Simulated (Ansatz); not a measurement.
# How Ta(110) screens a field, part 2 of 2

Where does the screening charge of Ta(110) sit?

Ansatz 0.2.0; plane-wave DFT, PBE, Ansatz PAW.

So far. Step 8 (Atoms held, field -0.2 V/Å): The dipole is -0.137 e·Å. Step 9 (Single point, field 0.4 V/Å): The dipole is 0.274 e·Å.

## (10) The response

This step: plane-wave DFT, PBE, Ansatz PAW; screening of a field by a metal slab (Ansatz 0.2.0).

The dipoles give the slope, and the difference of two potentials shows where the field is screened.

This step gave:

- equivalent conductor thickness p/(ε₀AE): 16.01 Å
- distance between the outer atoms: 11.70 Å
- inner field over outer field: 5.49e-4
- image plane, upper face: 2.164 Å
- induced electrons on the upper face over ε₀E: -0.9983
- image plane, lower face: 2.164 Å
- induced electrons on the lower face over ε₀E: 0.9984

Dipole of the cell against applied field:

```tsv
applied field (V/Å)	dipole of the cell (e·Å)
-0.200	-0.137
-0.100	-0.0686
-0.050	-0.0343
0.000	0
0.050	0.0343
0.100	0.0686
0.200	0.137
0.400	0.274
```

Local field over the applied field, running mean. From the potentials at -0.05 and 0.05 V/Å; running mean over 2.341 Å. Local field over applied field against z:

```tsv
z (Å)	local field over applied field
4.5	0.986
5.0	0.966
5.5	0.923
6.0	0.834
6.5	0.682
7.0	0.474
7.5	0.268
8.0	0.108
8.5	0.00461
9.0	-0.0323
9.5	-0.0166
10.0	-0.00289
10.5	-0.00299
11.0	-0.00261
11.5	8.6e-4
12.0	0.00261
12.5	0.00162
13.0	0.00158
13.5	0.00238
14.0	0.00128
14.5	-1.1e-4
15.0	-2.0e-4
15.5	5.3e-4
16.0	0.00220
16.5	0.00194
17.0	0.00142
17.5	0.00228
18.0	0.00203
18.5	-0.00128
19.0	-0.00341
19.5	-0.00229
20.0	-0.00847
20.5	-0.0299
21.0	-0.0186
21.5	0.0590
22.0	0.197
22.5	0.386
23.0	0.602
23.5	0.781
24.0	0.893
24.5	0.953
25.0	0.980
25.5	0.992
```

Electrons, planar mean, per unit field. Induced electron density against z:

```tsv
z (Å)	induced electron density (e/Å³ per V/Å)
5	1.8e-4
6	9.4e-4
7	0.00323
8	0.00191
9	-2.6e-4
10	-7.9e-5
11	5.3e-5
12	-1.1e-5
13	9.7e-5
14	-2.1e-5
15	2.0e-6
16	1.3e-5
17	7.8e-5
18	-6.8e-5
19	1.3e-4
20	-2.4e-4
21	0.00105
22	-0.00344
23	-0.00244
24	-5.9e-4
25	-1.1e-4
```

By hand: between -0.05 and 0.05 V/Å the dipole changes by 0.06856 e·Å, a slope of 0.6856 e·Å²/V. A perfect conductor of thickness t has p = ε₀AEt, so t = 180.95 × 0.6856 / 7.747 = 16.01 Å (e/ε₀ = 180.95 V·Å, A in Å²). Less the 11.70 Å between the outer atoms, and halved, that puts each image plane 2.16 Å out.

The induced dipole is that of a conductor 16.01 Å thick.

## (11) A changed input

This step: plane-wave DFT, PBE, Ansatz PAW (Ansatz 0.2.0).

An input spoilt on purpose, to show how the run answers: it repeats the earlier run at 0.05 V/Å with basis.ecutrho_ratio to 1, and scf.max_iter set to 60.

Contents of input.yaml:

```yaml
crystal:
  lattice:
    - [2.3405234457, -1.655, 0.0]
    - [2.3405234457, 1.655, 0.0]
    - [0.0, 0.0, 29.7026172286]
  atoms:
    - { symbol: Ta, position: [0.0, 0.0, 0.3030036017] }
    - { symbol: Ta, position: [0.5, 0.5, 0.381802161] }
    - { symbol: Ta, position: [0.0, 0.0, 0.4606007203] }
    - { symbol: Ta, position: [0.5, 0.5, 0.5393992797] }
    - { symbol: Ta, position: [0.0, 0.0, 0.618197839] }
    - { symbol: Ta, position: [0.5, 0.5, 0.6969963983] }
kpoints:
  mp_grid: { grid: [18, 18, 1] }
hamiltonian:
  xc: pbe
scf:
  occupations: { method: fermi_dirac, width: 0.1 }
  convergence: { dr2_threshold: 1.0e-10 }
  max_iter: 60
efield:
  axis: 3
  dipole_correction: true
  ramp_position: 0.97
  ramp_width: 0.06
  amplitude: 0.05
output:
  forces: true
  write_potential: true
  write_density: true
  volumetric_format: npy
basis:
  ecutrho_ratio: 1
```

The run is started by

```
$ ansatz run input.yaml --threads 2 --pin off --max-ram 3072MiB --backend cpu --events-out ev --progress --plain --runs-dir out
```

Numbers of over 12 decimals in the logs are rounded to 6 here.

Log:

```text
Warning: basis.ecutrho_ratio = 1 (ecutrho = 420 eV) is below the records' recommended 1680 eV
settings of this run that can trade accuracy for cost: basis.ecutrho_ratio < 4. Do not mix this run's numbers with those of runs without the same settings; the input reference describes each key
[...]
Crystal: 6 atoms, lattice volume = 230.110 Å³
Basis set: ecut = 420 eV, 4525 PW (Γ), exchange–correlation on 32×32×300 points (8 copies of the dense FFT grid, shifted against one another)
Bands: 47, of which v1, the nominal top of the filled ones, is band 39 counted from 1 (38 counted from 0)
Symmetry: 4 space group operations
k-points: 91 of 324
[...]
SCF iter   1: F=—  HF=-59595.426308 eV  |F-HF|=—  |Δ(HF+E_count)|=         —  Δρ=4.55e-2  dr2=1.10e2  ethr=3.10e-3  p=0.033 e·Å  D=2.56e-2 V/Å  ΔV_dip=-0.76 eV  dr2_dipole=4.19e-4  V_vac-E_F(+/−)=7.91/7.31 eV  ⟨swp⟩=8.6  Hψ=20436  notcnv=0  defer=4
[...]
SCF iter  14: F=-59591.892676 eV  HF=-59591.892676 eV  |F-HF|=5.82e-11  |Δ(HF+E_count)|=  1.24e-10  Δρ=9.71e-8  dr2=2.40e-11  ethr=1.00e-12  p=0.034 e·Å  D=2.71e-2 V/Å  ΔV_dip=-0.80 eV  dr2_dipole=1.16e-12  V_vac-E_F(+/−)=5.08/4.53 eV  ⟨swp⟩=19.4  Hψ=30437  notcnv=0
WARN: efield: at this solve's end the planar-averaged density reaches 7.84e-4 e/Å³ inside the ramp window [0.9363, 0.0637] (bound 1e-5 e/Å³), and -7.55e-4 e/Å³ on another of its planes; the window's nearer edge stands 7.11 Å from this solve's nearest atom along the axis. Its free energy, forces, stress, dipole, levels and responses can be off, and this figure does not tell by how much. The cell may have no vacuum along `efield.axis`. A short vacuum, a low `basis.ecutwfc` or `basis.ecutrho_ratio` and negative occupations (`scf.occupations.method`) can put density there. See the manual's quickstart, § The vacuum guard
SCF 1 converged in 14 iterations: F = -59591.892676 eV  dr2 = 2.40e-11
[...]
SCF converged after 14 iterations
Free energy (F): -59591.892676 eV
[...]
Internal energy: -59591.622123 eV  (E = F + TS)
E sigma→0 (E₀):  -59591.757400 eV
Entropy (-TS):   -0.270553 eV (-45.092 meV/atom)
Fermi energy:    6.377516 eV
Dipole field:    D = 0.027098 V/Å  (p = 0.034459 e·Å, saw-weighted, corrected)
Work function:   not extracted (applied field tilts the vacuum); planar V_es + V_field profile in the machine report
[...]
Vacuum region:   at the solve's end the planar-averaged density reaches 7.84e-4 e/Å³ inside the ramp window [0.9363, 0.0637] (bound 1e-5 e/Å³), and -7.55e-4 e/Å³ on another of its planes
[...]
--- Forces (eV/Å), atoms counted from 1 ---
  atom   1  Ta    -0.00000000    -0.00000000     0.96743661
  atom   2  Ta     0.00000000     0.00000000    -0.01840458
  atom   3  Ta    -0.00000000    -0.00000000     0.22521565
  atom   4  Ta     0.00000000     0.00000000    -0.22631358
  atom   5  Ta    -0.00000000     0.00000000     0.02072942
  atom   6  Ta     0.00000000     0.00000000    -0.96801483
  max |Σ_I F_I| component: 6.49e-4 eV/Å
--- Band table (eV; the first three rows and the last of 91) ---
  k-point 0: bands = [... 35 lower, 6.0540, 6.4346, 6.4832, 6.7129, 6.9246, 6.9308, 7.0217, 7.3106, ... 4 higher]
  k-point 1: bands = [... 35 lower, 6.0420, 6.3414, 6.4828, 6.6585, 6.8165, 6.9072, 7.0473, 7.3333, ... 4 higher]
  k-point 2: bands = [... 35 lower, 6.0252, 6.1278, 6.3935, 6.5448, 6.6100, 6.7508, 7.0411, 7.2383, ... 4 higher]
  k-point 90: bands = [... 35 lower, 5.7267, 6.5809, 6.8513, 8.0969, 8.2432, 8.3625, 8.5011, 8.6084, ... 4 higher]
[...]
```

It took 95 s on 2 threads of Arm Neoverse V2, shared host; peak memory 0.81 GiB; 3.1 min of CPU time.

```tsv
quantity	this run	earlier run	difference
dipole along the normal (e·Å)	0.03446	0.03428	1.8e-4
```

It moves by +0.000178 e·Å.

With this change the program also warns of density in the ramp of the sawtooth; these numbers are not the system's.

## (12) A changed input

An input spoilt on purpose, to show how the run answers: it repeats the earlier run at 0.05 V/Å with efield.amplitude from 0.05 to 0 and efield.dipole_correction from true to false, and scf.max_iter set to 50.

Changes to input.yaml since step 11:

```diff
@@ -19,9 +19,9 @@
   convergence: { dr2_threshold: 1.0e-10 }
-  max_iter: 60
+  max_iter: 50
 efield:
   axis: 3
-  dipole_correction: true
+  dipole_correction: false
   ramp_position: 0.97
   ramp_width: 0.06
-  amplitude: 0.05
+  amplitude: 0
 output:
@@ -31,3 +31 @@
   volumetric_format: npy
-basis:
-  ecutrho_ratio: 1
```

Log:

```text
Error: invalid value for `efield.amplitude`: is zero with dipole_correction: false — the section would apply nothing; set a non-zero amplitude, enable dipole_correction, or remove the block
```

Wall time 0.02 s (2 threads); peak memory 0.03 GiB.

The input was rejected at the start.

The program's message: “Error: invalid value for `efield.amplitude`: is zero with dipole_correction: false — the section would apply nothing; set a non-zero amplitude, enable dipole_correction, or remove the block”

The fault put into the input: a field block that applies nothing.

## (13) Outcome

```json
{
 "work function": "4.78 eV",
 "image plane, upper face": "2.16 Å",
 "induced electrons on the upper face over ε₀E": "-0.998",
 "equivalent conductor thickness p/(ε₀AE)": "16.0 Å",
 "inner field over outer field": "5.5e-4"
}
```

What this shows: The induced charge has its centre 2.16 Å outside the outermost atoms; this is the plane from which a capacitor's gap or an image potential counts. The equivalent conductor thickness exceeds the distance between the outer atoms by 4.31 Å, about the sum of the two image-plane distances. In the middle of the slab the field is screened to under 0.5 % of its outer value. The atoms are held at bulk positions with the tabulated experimental lattice constant.

[Logs are printed without paths, hosts, clocks, repeated set-up lines and the standing remarks that a program may print on its own settings, such as how far it seeks lower states.]

[Hosts, paths, dates, database ids (printed as entryN), source tags and the programs' standing remarks are cut or masked in the printed files.]

[Maps of the electrostatic potential energy from Ansatz leave out the sawtooth potential of an applied field or a dipole correction, so their vacuum need not be flat; planar profiles and work functions include it.]
